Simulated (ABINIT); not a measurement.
An input for ABINIT 10.8.3 (SiC (P6_3mc)):

```
acell 3*1.0 Angstrom
rprim 
  3.073513928196 0.000000000001 0.000000000000
  -1.536756964099 2.661741140703 0.000000000000
  0.000000000000 0.000000000000 5.045247710000
ntypat 2
znucl 14 6
natom 4
typat 1 1 2 2
xred 
  0.333333333333 0.666666666667 0.499602400000
  0.666666666667 0.333333333333 0.999602400000
  0.333333333333 0.666666666667 0.875397600000
  0.666666666667 0.333333333333 0.375397600000
pp_dirpath "pseudos"
pseudos "Si.upf, C.upf"
ecut 37
ngkpt 6 6 4
nshiftk 1
shiftk 0 0 0
kptopt 1
chksymbreak 0
irdden 1
istwfk *1
nband 83
prtvol 0
optdriver 6
gwr_task "HDIAGO"
paral_kgb 0
occopt 1
indata_prefix "in"
outdata_prefix "out"
tmpdata_prefix "tmp"
```

```sh
OMP_NUM_THREADS=1 mpirun -n 8 abinit run.abi > log
```

Q: How long will it take on 8 MPI ranks of Arm Neoverse V2, shared host, and how much memory?

It took 50 s; on shared hardware allow 25 s to 100 s. Peak host memory was 4.3 GiB.

[Long decimals in the printed logs are rounded to 6 places.]

[Logs are printed without paths, hosts, clocks, repeated set-up lines and the standing remarks that a program may print on its own settings, such as how far it seeks lower states.]

[Paths, hosts, dates, memory and timing lines, banners, echoed tables and standing remarks are left out of the program output; an Ansatz launch command may be rebuilt from the run's recorded settings. Measured values are a selection of at most five: reports struck by readers or far from the other reports are left out. None is set beside runs whose start may be inverted or whose files or cutoffs have a known fault.]

[Runs of the session that timed out or met a known fault of the program may be left out.]

[Hosts, paths, dates, database ids (printed as entryN), source tags and the programs' standing remarks are cut or masked in the printed files.]

[G0W0 gaps are taken among the corrected bands and points alone; a level outside them can change the order at an edge.]

[Where Ansatz stands beside ABINIT at settings called matched, ABINIT's density can come from a denser mesh and the files from another edition; pairs whose starting gaps differed by over 0.03 eV were left out, so agreement reads better than it is.]
